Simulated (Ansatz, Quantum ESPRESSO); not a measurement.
# C (Diamond): third-order response, part 3 of 3

Wanted: vibrational spectra of C (Diamond) from linear and non-linear response.

Quantum ESPRESSO 8.0 development, patched; DFT LDA, scalar-relativistic, plane waves, PseudoDojo norm-conserving pseudopotentials.

So far. Step 5 (Zone-centre response): The acoustic modes at Γ come out as far as 1.3 cm⁻¹ from zero, where they should vanish, a small numerical error; the Born charges miss their sum rule by 3.2e-4 e, which is good. Step 6 (Modes with the sum rule): The rule moves no optical mode by more than 0.1 cm⁻¹.

### 8. Cross-check with Ansatz

A second program on the same cell, potentials, cutoff and meshes tests the implementation of the phonon response, not its convergence. Its field response is summed in its own way. Its k mesh is centred on Γ.

This step: DFT LDA, scalar-relativistic, plane waves, PseudoDojo norm-conserving pseudopotentials (Ansatz 0.2.0).

Contents of input.yaml:

```yaml
crystal:
  lattice:
    - [-1.7687558078, 0.0, 1.7687558078]
    - [0.0, 1.7687558078, 1.7687558078]
    - [-1.7687558078, 1.7687558078, 0.0]
  atoms:
    - { symbol: C, position: [0.5, 0.5, 0.5] }
    - { symbol: C, position: [0.25, 0.25, 0.25] }
kpoints:
  mp_grid: { grid: [12, 12, 12] }
hamiltonian:
  xc: lda
  pseudopotentials: { kind: nc, accuracy: standard }
scf:
  occupations: { method: fixed }
output:
  eigenvalues: true
basis:
  ecutwfc: 1115.667
phonons:
  method: dfpt
  dielectric: true
  rigid_motions: translations
  raman: true
```

The run is started by

```console
ansatz run input.yaml --threads 2 --pin off --max-ram 4096MiB --backend cpu --events-out ev --progress --plain --runs-dir out
```

The log of the run:

```text
Engine: ansatz 0.2.0, x86_64-unknown-linux-gnu
Pseudopotentials: kind: nc
Pseudopotential: C, nc, valence charge 4, recommended cutoff 1115.666836 eV (normal), C.nc.azcp (PseudoDojo's, or run here from an input of PseudoDojo's; its table is named by hamiltonian.pseudopotentials.accuracy)
Functional definition: SPW92
  exchange = slater_x
  correlation = pw_c
Crystal: 2 atoms, lattice volume = 11.067 Å³
Basis set: ecut = 1115.667 eV, 941 PW (Γ), exchange–correlation on 64×64×64 points (8 copies of the dense FFT grid, shifted against one another)
Bands: 8, of which v1, the nominal top of the filled ones, is band 4 counted from 1 (3 counted from 0)
Symmetry: 48 space group operations
k-points: 280 of 1728 (irreducible under 4 space group operations, time reversal used)
Non-local potential: C, projectors of the file, l = 0: 2, l = 1: 2
Initial density: superposition of atomic densities (chi_scale 0.1, normalization cell)
Initial wavefunctions: pseudopotential atomic-orbital guess
Functional: x = slater, c = lda
SCF iter   1: F=—  HF=-329.097238 eV  |F-HF|=—  |Δ(HF+E_count)|=         —  Δρ=1.50e-1  dr2=1.79e0  ethr=3.10e-3  ⟨swp⟩=5.1  Hψ=14550  notcnv=0  defer=455
preconditioner: auto → none  [insulator: Δε(μ)=5.069 eV  Ē_g=19.946 eV  n_scr=0 (ndim 8)  ℏωp=31.6 eV  f_vac=0.000  ε∞_Penn≈3.5]
SCF iter   2: F=—  HF=-328.379191 eV  |F-HF|=—  |Δ(HF+E_count)|=   7.18e-1  Δρ=5.61e-2  dr2=2.23e-1  ethr=3.10e-3  ⟨swp⟩=2.6  Hψ=6080  notcnv=0  defer=479
SCF iter   3: F=—  HF=-328.289584 eV  |F-HF|=—  |Δ(HF+E_count)|=   8.96e-2  Δρ=6.03e-3  dr2=1.16e-3  ethr=2.79e-3  ⟨swp⟩=3.8  Hψ=4372  notcnv=0  defer=534
SCF iter   4: F=—  HF=-328.289401 eV  |F-HF|=—  |Δ(HF+E_count)|=   1.83e-4  Δρ=1.41e-4  dr2=5.94e-7  ethr=1.45e-5  ⟨swp⟩=2.0  Hψ=2889  notcnv=0  defer=555
SCF iter   5: F=—  HF=-328.289405 eV  |F-HF|=—  |Δ(HF+E_count)|=   3.87e-6  Δρ=6.33e-5  dr2=9.15e-8  ethr=7.42e-9  ⟨swp⟩=2.8  Hψ=3708  notcnv=0  defer=518
SCF iter   6: F=—  HF=-328.289405 eV  |F-HF|=—  |Δ(HF+E_count)|=   5.60e-9  Δρ=1.80e-5  dr2=8.62e-9  ethr=1.14e-9  ⟨swp⟩=1.1  Hψ=2306  notcnv=0  defer=518
SCF iter   7: F=—  HF=-328.289405 eV  |F-HF|=—  |Δ(HF+E_count)|=   1.58e-9  Δρ=8.39e-6  dr2=1.80e-9  ethr=1.08e-10  ⟨swp⟩=1.1  Hψ=2311  notcnv=0  defer=518
SCF iter   8: F=-328.289405 eV  HF=-328.289405 eV  |F-HF|=2.00e-11  |Δ(HF+E_count)|=  3.89e-10  Δρ=1.68e-6  dr2=7.74e-11  ethr=1.25e-12  ⟨swp⟩=8.1  Hψ=14476  notcnv=0
SCF 1 converged in 8 iterations: F = -328.289405 eV  dr2 = 7.74e-11
NSCF: frozen V_eff on 2 k-points
DFPT response loops at Γ: preconditioner auto → none (the input reference at scf.mixing.eps_inf says where Resta's filter doesn't serve); β = 0.50; Broyden in place of MSR1
── the response to a field inside a basis, on 12×12×12 k-points: an SCF that follows is theirs, and a resumed run solves both again ──
Bands: 5, of which v1, the nominal top of the filled ones, is band 4 counted from 1 (3 counted from 0)
k-points: 182
Initial density: handed on by an earlier stage of this run
Initial wavefunctions: pseudopotential atomic-orbital guess (no wavefunctions were taken with the density)
Eigensolver: Dense (182 Hₖ)
SCF iter   1: F=—  HF=-328.288932 eV  |F-HF|=—  |Δ(HF+E_count)|=         —  Δρ=1.14e-4  dr2=1.13e-7  ethr=1.00e-1
preconditioner: auto → none  [insulator: Δε(μ)=4.355 eV  Ē_g=16.164 eV  n_scr=0 (ndim 8)  ℏωp=31.6 eV  f_vac=0.000  ε∞_Penn≈4.8]
SCF iter   2: F=—  HF=-328.288932 eV  |F-HF|=—  |Δ(HF+E_count)|=   1.36e-7  Δρ=5.73e-5  dr2=2.85e-8  ethr=1.42e-9
SCF iter   3: F=-328.288932 eV  HF=-328.288932 eV  |F-HF|=3.98e-13  |Δ(HF+E_count)|=   4.59e-8  Δρ=1.72e-7  dr2=7.08e-13  ethr=3.56e-10
SCF 1 converged in 3 iterations: F = -328.288932 eV  dr2 = 7.08e-13
DFPT response loops at Γ: mixed as the last ones told, above
DFPT response loops at Γ: mixed as the last ones told, above
SCF converged after 8 iterations
Free energy (F): -328.289405 eV
Harris-Foulkes:  -328.289405 eV  (|F-HF|=2.00e-11)
Internal energy: -328.289405 eV  (E = F + TS)
E sigma→0 (E₀):  -328.289405 eV
Fermi energy:    13.578675 eV
--- Per-component energies (eV) ---
  E_band       = 36.019429
  E_kinetic    = 234.195984
  E_local      = -100.655876  (includes V_loc(G=0)·N_el)
  E_nonlocal   = -18.210122
  E_hartree    = 25.703262
  E_xc         = -118.486288
  E_vxc        = -130.717060  (∫ρ·V_xc dr)
  E_ewald      = -350.836364
  E_smearing   = -0.000000  (= −TS)
  E_closure    = 0.000000  (closes the sum)
  Σ components = -328.289405   (vs F -328.289405, Δ=0.00e0)
--- Band table (eV; the first three rows and the last of 280) ---
  k-point 0: bands = ["-8.1029", "13.5787", "13.5787", "13.5787", "19.2086", "19.2086", "19.2086", "27.6622"]
  k-point 1: bands = ["-7.9077", "12.3387", "13.2462", "13.2462", "19.6418", "19.6418", "19.9588", "27.7754"]
  k-point 2: bands = ["-7.3241", "9.7805", "12.5263", "12.5263", "20.5788", "20.5788", "21.1447", "28.0964"]
  k-point 279: bands = ["0.7657", "0.7657", "7.1092", "7.1092", "18.3965", "18.3965", "30.5629", "30.5629"]
--- Phonons (Γ-DFPT): 1 representative perturbation + reference, on 280 of 1728 k-points (Σ response iterations 3) ---
  k mesh reduced under 4 symmetry operations, with k and −k counted as one. Each operation leaves every solved perturbation unchanged. A smaller set is not considered because the run solves the response to a homogeneous field
  ASR residual: 5.156e-4 → 0.000e0 eV/Å²; symmetrization residual: 4.263e-14 eV/Å²
  ASR residual per site (eV/Å²): 5.16e-4 5.16e-4
  Γ frequencies (cm⁻¹): 0.00 0.00 0.00 1321.95 1321.95 1321.95
  ε∞ (high-frequency dielectric tensor):
        5.704452     0.000000    -0.000000
        0.000000     5.704452     0.000000
       -0.000000     0.000000     5.704452
  ε⁰ (static dielectric tensor: ions relaxed, cell fixed):
        5.704452     0.000000    -0.000000
        0.000000     5.704452     0.000000
       -0.000000     0.000000     5.704452
  ε⁰ − ε∞ (ionic part):
        0.000000     0.000000     0.000000
        0.000000     0.000000    -0.000000
        0.000000    -0.000000     0.000000
  softest optical mode at Γ: 1321.95 cm⁻¹; the repairs (sum rule, projections) moved no ω² at Γ by more than (3.42 cm⁻¹)²
  Born effective charges Z* (e; rows j = field, columns β = displacement):
    site 0:
         0.00000    0.00000   -0.00000
         0.00000    0.00000    0.00000
         0.00000   -0.00000   -0.00000
    site 1:
        -0.00000   -0.00000    0.00000
        -0.00000    0.00000   -0.00000
        -0.00000    0.00000    0.00000
  Z* charge neutrality: 1.044e-4 e pre-enforcement
  solved inside a basis spanned on kpoints, on 12×12×12 k-points transformed towards the longest dipole: ε∞ is read to err by 1.4e-2, Z* by 4.1e-3 e (field_mesh: kpoints solves on kpoints)
  Raman tensors (in the event stream and the table raman_tensors.tsv): an entry may err by 1.5e-4 Å², one of the second-order susceptibility by 7.4e-21 pm/V (basis, points and sum rule); their sum over the sites missed zero by 2.405e-16 Å² ahead of its enforcement
  optical modes at Γ without the LO–TO term, one row a degenerate level:
      ω (cm⁻¹)  modes    IR ((D/Å)²/amu)  static Raman (Å⁴/amu)  depolarisation
       1321.95      3             0.0000               211.1773           0.750
  optical modes at Γ + LO–TO along q̂ = [1.0000, 0.0000, 0.0000]:
      ω (cm⁻¹)  modes    IR ((D/Å)²/amu)  static Raman (Å⁴/amu)  depolarisation
       1321.95      3             0.0000               211.1773           0.750
  optical modes at Γ + LO–TO along q̂ = [0.0000, 1.0000, 0.0000]:
      ω (cm⁻¹)  modes    IR ((D/Å)²/amu)  static Raman (Å⁴/amu)  depolarisation
       1321.95      3             0.0000               211.1773           0.750
  optical modes at Γ + LO–TO along q̂ = [0.0000, 0.0000, 1.0000]:
      ω (cm⁻¹)  modes    IR ((D/Å)²/amu)  static Raman (Å⁴/amu)  depolarisation
       1321.95      3             0.0000               211.1773           0.750
```

Elapsed: 42 s, on 2 threads of Intel Xeon Platinum 8375C at 2.90GHz (Ice Lake), shared host; peak memory 0.76 GiB.

Numbers from this step:

| Quantity | Value |
| --- | --- |
| sum-rule residual before enforcement | 5.16e-4 eV/Å² |
| miss of the charge sum rule | 1.04e-4 e |
| estimated error of the dielectric tensor | 0.01438 |
| estimated error of the Born charges | 0.004078 e |
| mean high-frequency dielectric constant | 5.705 |

Activity x (w_L - w)^4 (n + 1)/w, 532 nm, 300 K. Raman lines, with heights relative to the strongest:

```
position (cm⁻¹)  label  Stokes intensity, strongest 100
           1322    T2g                              100
```

### 9. The two compared: QE PseudoDojo and Ansatz, PseudoDojo

Numbers from this step:

| Property | Result |
| --- | --- |
| root-mean-square difference | 0 cm⁻¹ |
| largest difference | 0 cm⁻¹ |

Frequencies side by side, by row:

```
q (reciprocal lattice)  mode  QE PseudoDojo (cm⁻¹)  Ansatz, PseudoDojo (cm⁻¹)
                 0 0 0     1                     0                          0
                 0 0 0     2                     0                          0
                 0 0 0     3                     0                          0
                 0 0 0     4                  1322                       1322
                 0 0 0     5                  1322                       1322
                 0 0 0     6                  1322                       1322
```

The two runs side by side. Further quantities:

```
                                                                               quantity  QE PseudoDojo  Ansatz, PseudoDojo
                                                                                mean ε∞          5.706               5.705
largest Born charge in size (e; the first before, the second after the charge sum rule)              0                   0
                                                       summed IR intensity ((D/Å)²/amu)              0                   0
                                                         summed Raman activity (Å⁴/amu)          210.9               211.2
```

At the zone centre the largest difference (acoustic modes at Γ apart) is 7.6e-4 % of the highest mode.

### 10. Summary of results

| Property | Result |
| --- | --- |
| space group after relaxation | Fd-3m |
| volume per atom | 5.53 Å³ |
| gap on the k-mesh | 4.23 eV |
| highest optical zone-centre mode (no LO-TO term) | 1322 cm⁻¹ |
| mean high-frequency dielectric constant | 5.71 |
| imaginary optical modes at the zone centre (no q mesh in this session) | none |
| largest difference from Ansatz, PseudoDojo | 0 cm⁻¹ |

**Reading.** The largest Raman activity of C (Diamond) lies at 1322 cm⁻¹. At the LDA level the optical modes of C (Diamond) at the zone centre lie at 1322 cm⁻¹. QE PseudoDojo and Ansatz, PseudoDojo agree to 0.01 cm⁻¹ (7.6e-4 % of the highest mode compared) on all solved modes but the acoustic ones at Γ. These are harmonic frequencies at zero temperature: anharmonic shifts and linewidths and thermal expansion are left out. The build is a development version in which the Raman tensors of release 7.5 are mended; dynmat.x leaves out the electro-optic term of LO lines.

Comparison with the measured values:

| quantity | measured | LDA PseudoDojo norm-conserving, Quantum ESPRESSO | LDA PseudoDojo norm-conserving |
| --- | --- | --- | --- |
| lattice constant a (Å) | 3.5669 | 3.538 (-0.8 %) | - |
| Raman mode, first-order diamond Raman … (cm⁻¹) | 1331.19 | 1322 (-0.7 %) | 1322 (-0.7 %) |

Measured values from arxiv:1902.02958 (2019) and pmc:8537231 (2021).

Verdict: The lattice constant a is off by -0.8 %: fair agreement. The Raman mode is off by -0.7 % at LDA PseudoDojo norm-conserving, Quantum ESPRESSO: good agreement. The grades are ours: good and fair within 0.7 and 1.5 % for the lattice constant a and 3 and 7 % for the Raman mode. 1 further measured lines are left out: they lack a usable label, or no computed mode of their label or degeneracy could be paired (by label, or within 15 % without labels). For lattice constants and Raman mode the calculation has a static lattice, without zero-point motion or thermal expansion (measured at up to 300 K).

[Host names and launcher messages were left out of these logs when they were recorded.]

[Logs are printed without paths, hosts, clocks, repeated set-up lines and the standing remarks that a program may print on its own settings, such as how far it seeks lower states.]

[Hosts, paths, dates, database ids (printed as entryN), source tags and the programs' standing remarks are cut or masked in the printed files.]
